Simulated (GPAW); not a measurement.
# The basis that the transmission of naphthalene-2,7-dithiol between two Ag chains needs, part 2 of 2

Aim: T(E), conductance and thermopower of naphthalene-2,7-dithiol between two Ag chains, and what cheaper settings cost in accuracy.

GPAW 26.7.0; GPAW LCAO, PAW setups; Landauer transmission from Green's functions with principal layers (ASE), zero bias.

So far, transmission at the Fermi level (one spin): step 2 (GPAW, dzp, PBE, GPAW) 0.0186; step 3 (basis szp(dzp), PBE, GPAW) 0.00255; step 4 (basis sz(dzp), PBE, GPAW) 0.00206; step 5 (RPBE) 0.0182.

### 8. Functional LDA: xc = "LDA"

The functional moves levels against the Fermi level.

This step: GPAW LCAO, PAW setups; Landauer transmission from Green's functions with principal layers (ASE), zero bias (GPAW 26.7.0).

Contents of run.py:

```python
import json
import numpy as np
from ase import Atoms
from ase.transport.calculators import TransportCalculator
from gpaw import GPAW, FermiDirac
from gpaw.lcao.tools import get_lcao_hamiltonian
from scipy.linalg import eigh

# The junction with lead layers at both ends, along the third cell vector
device = Atoms(
    ['Ag', 'Ag', 'Ag', 'Ag', 'Ag', 'Ag', 'S', 'H', 'C', 'C', 'H', 'H', 'C', 'C', 'C', 'C', 'C', 'C', 'H', 'H', 'C', 'C', 'H', 'S', 'Ag', 'Ag', 'Ag', 'Ag', 'Ag', 'Ag'],
    positions=[
        [8.77003, 4.53747, 1.33000],
        [8.77003, 4.53747, 3.99000],
        [8.77003, 4.53747, 6.65000],
        [8.77003, 4.53747, 9.31000],
        [8.77003, 4.53747, 11.97000],
        [8.77003, 4.53747, 14.63000],
        [10.23400, 3.25512, 16.10173],
        [13.06081, 3.25225, 16.72254],
        [11.10975, 3.26382, 17.65074],
        [12.50420, 3.25765, 17.65694],
        [14.29007, 3.25391, 18.84524],
        [9.32619, 3.25000, 18.85892],
        [10.41403, 3.25972, 18.86370],
        [13.20233, 3.25811, 18.86699],
        [12.51526, 3.26063, 20.09006],
        [11.10177, 3.26090, 20.09006],
        [13.20233, 3.25811, 21.31312],
        [10.41403, 3.25972, 21.31641],
        [9.32619, 3.25000, 21.32120],
        [14.29007, 3.25391, 21.33488],
        [12.50420, 3.25766, 22.52317],
        [11.10975, 3.26383, 22.52938],
        [13.06082, 3.25226, 23.45757],
        [10.23400, 3.25512, 24.07839],
        [8.77003, 4.53747, 25.55011],
        [8.77003, 4.53747, 28.21011],
        [8.77003, 4.53747, 30.87011],
        [8.77003, 4.53747, 33.53011],
        [8.77003, 4.53747, 36.19011],
        [8.77003, 4.53747, 38.85011]],
    cell=[[17.54007, 0.0, 0.0], [0.0, 9.07494, 0.0], [0.0, 0.0, 40.18011]],
    pbc=True)

# One principal layer of the lead: the first 4 atoms of the device
lead = Atoms(
    ['Ag', 'Ag', 'Ag', 'Ag'],
    positions=[
        [8.77003, 4.53747, 1.33000],
        [8.77003, 4.53747, 3.99000],
        [8.77003, 4.53747, 6.65000],
        [8.77003, 4.53747, 9.31000]],
    cell=[[17.54007, 0.0, 0.0], [0.0, 9.07494, 0.0], [0.0, 0.0, 10.64]],
    pbc=True)

settings = dict(mode='lcao', basis='dzp', xc='LDA', h=0.2,
                occupations=FermiDirac(0.1), maxiter=250,
                mixer=dict(beta=0.1, nmaxold=8, weight=100.0),
                convergence=dict(density=0.0001))
energies = np.arange(-2, 2 + 1e-9, 0.05)
eta = 0.0001
n1, n2 = 1, 1
# k and -k transmit alike, so half of the mesh across the current serves
mesh = [(i, j) for i in range(n1) for j in range(n2) if (i, j) <= (-i % n1, -j % n2)]
weights = np.array([1 if (i, j) == (-i % n1, -j % n2) else 2 for i, j in mesh]) / (n1 * n2)

# [... helper functions left out ...]
fermi_lead = ground_state(lead, (1, 1, 11), 'lead.txt')
fermi_device = ground_state(device, (1, 1, 2), 'device.txt')
# [... loop over the mesh left out, but for ...]
        # Shift the lead onto the potential of the device's first layer
        shift = ((H[:, 0, 0] - H0[:, 0, 0]) / S0[0, 0]).real.mean()
# [...]
kT = 8.617333e-5 * 500
bias = [0.1, 0.2, 0.5, 1.0, 1.5, 2.0]
# [... integrals and printing left out ...]
```

Started as:

```bash
$ OMP_NUM_THREADS=1 OPENBLAS_NUM_THREADS=1 python run.py
```

Output:

```text
basis functions: device 510, principal layer 108
Fermi level: lead -4.6726 eV, device -4.5500 eV; lead shifted by 0.0024 eV
largest coupling past the next layer 3.39e-05 eV, largest misfit of the first layer 0.098 eV
  E-E_F (eV)   T (one spin)  channels
    -2.000    3.4237e-02    3.0000
    -1.950    2.7060e-02    3.0000
    -1.900    2.2229e-02    3.0000
    -1.850    1.8658e-02    3.0000
    -1.800    1.5588e-02    3.0000
    -1.750    1.2418e-02    3.0000
    -1.700    8.6104e-03    3.0000
    -1.650    3.2941e-03    3.0000
    -1.600    8.7095e-05    1.0000
    -1.550    3.5664e-05    1.0000
    -1.500    1.0696e-05    1.0000
    -1.450    5.4930e-13    0.0000
    -1.400    4.6775e-14    0.0000
    -1.350    4.4067e-14    0.0000
    -1.300    2.1776e-14    0.0000
    -1.250    3.6549e-14    0.0000
[...]
1.650    2.0377e-04    1.0000
     1.700    2.5686e-04    1.0000
     1.750    3.2470e-04    1.0000
     1.800    4.1268e-04    1.0000
     1.850    5.2779e-04    1.0000
     1.900    6.8077e-04    1.0000
     1.950    8.8763e-04    1.0000
     2.000    1.1732e-03    1.0000
conductance at 500 K: 0.054662 G0 a cell; thermopower 204.7 uV/K
current from the zero-bias T(E) at 0.1 V: 0.46154 uA
current from the zero-bias T(E) at 0.2 V: 1.1445 uA
current from the zero-bias T(E) at 0.5 V: 5.2015 uA
current from the zero-bias T(E) at 1.0 V: 12.824 uA
current from the zero-bias T(E) at 1.5 V: 16.691 uA
current from the zero-bias T(E) at 2.0 V: 16.958 uA
```

Elapsed: 2.4 min, on 1 thread of Arm Neoverse V1, shared host; peak memory 2.3 GiB.

Numbers from this step:

* conductance: 0.05466 G₀
* thermopower: 204.7 μV/K
* largest coupling past the next principal layer: 3.39e-5 eV
* largest misfit of the first principal layer: 0.09835 eV
* shift that aligns the lead: 0.002352 eV
* transmission at the Fermi level (one spin): 0.01948

One spin. The transmission, zone mean by energy, zero at the Fermi level:

```tsv
energy (eV)	transmission, zone mean
-2.000	0.0342
-1.800	0.0156
-1.600	8.7e-5
-1.400	0
-1.200	0
-1.000	0.00226
-0.800	0.0166
-0.600	0.119
-0.500	0.914
-0.400	0.433
-0.200	0.592
0.000	0.0195
0.200	7.3e-4
0.400	6.5e-5
0.600	6.9e-6
0.800	5.3e-10
1.000	4.9e-6
1.200	2.2e-5
1.400	6.4e-5
1.600	1.6e-4
1.800	4.1e-4
2.000	0.00117
```

Crossings of the lead's bands, unfolded to its shortest repeat. Open channels, zone mean against energy, zero at the Fermi level:

```tsv
energy (eV)	open channels, zone mean
-2.00	3
-1.90	3
-1.80	3
-1.70	3
-1.55	1
-1.45	0
-1.35	0
-1.25	0
-1.15	0
-1.05	0
-0.90	1
-0.80	1
-0.70	1
-0.60	1
-0.50	1
-0.40	1
-0.25	1
-0.15	1
-0.05	1
0.00	1
0.05	1
0.15	1
0.25	1
0.40	1
0.50	1
0.60	1
0.70	1
0.80	1
0.90	1
1.05	1
1.15	1
1.25	1
1.35	1
1.45	1
1.55	1
1.70	1
1.80	1
1.90	1
2.00	1
```

Not self-consistent under bias; the bias window is split evenly. Current through one cell, from the zero-bias transmission against bias:

```tsv
bias (V)	current through one cell, from the zero-bias transmission (μA)
0.100	0.462
0.200	1.14
0.500	5.20
1.000	12.8
1.500	16.7
2.000	17.0
```

The transmission of the three most open eigenchannels by energy, zero at the Fermi level:

```tsv
energy (eV)	channel 1	channel 2	channel 3
-2.000	0.0296	0.00462	2.9e-6
-1.800	0.0131	0.00250	3.0e-6
-1.600	8.7e-5	6.1e-11	0
-1.400	0	0	0
-1.200	0	0	0
-1.000	0.00226	0	0
-0.800	0.0166	0	0
-0.600	0.119	0	0
-0.400	0.433	0	0
-0.200	0.592	0	0
0.000	0.0195	0	0
0.200	7.3e-4	0	0
0.400	6.5e-5	0	0
0.600	6.9e-6	0	0
0.800	2.7e-10	2.7e-10	0
1.000	4.9e-6	0	0
1.200	2.2e-5	0	0
1.400	6.4e-5	0	0
1.600	1.6e-4	0	0
1.800	4.1e-4	0	0
2.000	0.00117	0	0
```

The conductance equals that of the dzp run to 0.2 %.

### 9. What came out

| Item | Value |
| --- | --- |
| conductance | 0.0546 G₀ |
| transmission at the Fermi level, mean of the spins | 0.0186 |
| thermopower | 213 μV/K |
| open channels of the lead there | 1 |

In words: In the dzp basis the junction conducts 0.0546 G₀ at 500 K, with T = 0.0186 a spin at the Fermi level; no smaller basis tried comes within 10 % of that conductance. The conductance differs from T at the Fermi level because it averages T(E) over the thermal window, about 0.15 eV wide, in which T changes. The scatterer reflects about 98 % of the incoming channels at the Fermi level. The positive thermopower says that the thermally weighted transmission is larger below the Fermi level, as for hole-like transport. Measured against the first run (dzp), the nearest curve is that of dzp-RPBE (r.m.s. 0.075) and the farthest that of sz (0.17). Over the compared runs wall time goes from 73 s (sz) to 155 s (dzp-RPBE), on a shared host. The geometry was built from estimated bond lengths and not relaxed, so the numbers describe this model structure. Semilocal functionals put molecular levels too near the Fermi level, so such conductances usually come out too high, and chain electrodes have a sharper density of states than real ones. Energies count from the junction cell's Fermi level; in the run with T = 0.0186 there, the aligned lead's own level lies at 0.0047 eV, where T interpolates to 0.0171; the finite cell leaves the answer open by at least that much. An evenly spaced straight chain is an idealisation: free chains tend to dimerise, zigzag or, where a band edge lies near the Fermi level, turn magnetic. The currents use the zero-bias T(E) throughout, which holds only while the bias is small against the distance to the nearest feature.

[Logs are printed without paths, hosts, clocks, repeated set-up lines and the standing remarks that a program may print on its own settings, such as how far it seeks lower states.]

[Hosts, paths, dates, database ids (printed as entryN), source tags and the programs' standing remarks are cut or masked in the printed files.]
